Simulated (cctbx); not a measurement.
## Reading a Patterson map

Space group R3m (no. 160), a = 12.7900 Å, b = 12.7900 Å, c = 7.5020 Å, α = 90.00°, β = 90.00°, γ = 120.00°, content Ce3 Al36 Be48.

Simulated single-crystal data (cctbx): Mo Kα, λ = 0.71073 Å, to d = 0.7 Å, 70 % of the full sphere, strongest reflection 70000 counts, noise from counting, a 6 % proportional error and a noise floor of 2 counts (s.d.); no absorption.

Patterson synthesis from sharpened amplitudes, origin scaled to 1000:

```text
Patterson group R -3 m :H
      u       v       w   height  length (A)
  0.000   0.000   0.000   1000.0     0.00
  0.095   0.548   0.111    132.4     6.53
  0.060   0.120   0.684    131.7     2.72
 -0.001   0.174   0.181    125.2     2.61
  0.000   0.348   0.000     51.4     4.45
  0.000   0.183   0.000     51.0     2.34
  0.034   0.067   0.092     44.2     1.02
  0.034   0.068   0.908     43.7     1.02
  0.000   0.079   0.000     41.9     1.02
  0.000   0.000   0.134     41.5     1.00
  0.011   0.505   0.322     40.3     6.84
  0.040   0.430   0.423     38.7     6.14
  0.022   0.083   0.048     37.5     1.01
  0.045   0.090   0.962     33.7     1.03
```

Q: Assign the vectors.

A peak at u stands for all pairs with xi − xj = u, with weight Σ ZiZj against Σ Z² = 16944 at the origin. Peak heights follow these weights only roughly, since form factors, motion and series ripples differ, all vectors within 0.55 Å of a peak are counted as merged into it though the farther ones add only part of their weight, and F(000) is left out, which lowers the whole map:

| u | v | w | shortest length (Å) | height | 1000 ΣZiZj/ΣZ² | pairs in the cell |
| --- | --- | --- | --- | --- | --- | --- |
| 0.095 | 0.548 | 0.111 | 4.25 | 132 | 277 | 3 × Ce–Al, 6 × Al–Al, 3 × Ce–Be, 12 × Al–Be, 6 × Be–Be |
| 0.060 | 0.120 | 0.684 | 2.72 | 132 | 212 | 3 × Ce–Al, 6 × Al–Al, 6 × Al–Be |
| -0.001 | 0.174 | 0.181 | 2.61 | 125 | 180 | 3 × Ce–Al, 15 × Al–Be |
| 0.000 | 0.348 | 0.000 | 4.45 | 51 | 165 | 6 × Ce–Be, 6 × Al–Al, 24 × Be–Be |
| 0.000 | 0.183 | 0.000 | 2.34 | 51 | 90 | 9 × Al–Al |

The table stops at ten peaks or at a height of 45, below which ripples compete. In the model behind the data Ce, the heaviest element, has 1 independent site: (0, 0, 0.6317), up to an allowed shift of origin. No listed peak is a Ce–Ce vector, so the position follows from the cell content and the cross vectors. The whole model:

```
atom  mult.       x       y       z  Ueq (Å²)
 Ce1      3       0       0  0.6317    0.0098
 Al1     18  0.1580  0.6694  0.4820    0.0139
 Al2      9  0.8775  0.9387  0.3103    0.0119
 Al3      9  0.7616  0.8808  0.0719    0.0121
 Be1     18  0.0084  0.6995  0.3043    0.0203
 Be2      9  0.8902  0.7804  0.4904    0.0201
 Be3      9  0.8894  0.7789  0.1215    0.0199
 Be4      9  0.7355  0.8678  0.5520    0.0207
 Be5      3       0       0  0.0049    0.0196
```

The model is made up (kin elements in a known structure type, no relaxation), so it says nothing on whether the phase exists.

[Logs are printed without paths, hosts, clocks, repeated set-up lines and the standing remarks that a program may print on its own settings, such as how far it seeks lower states.]
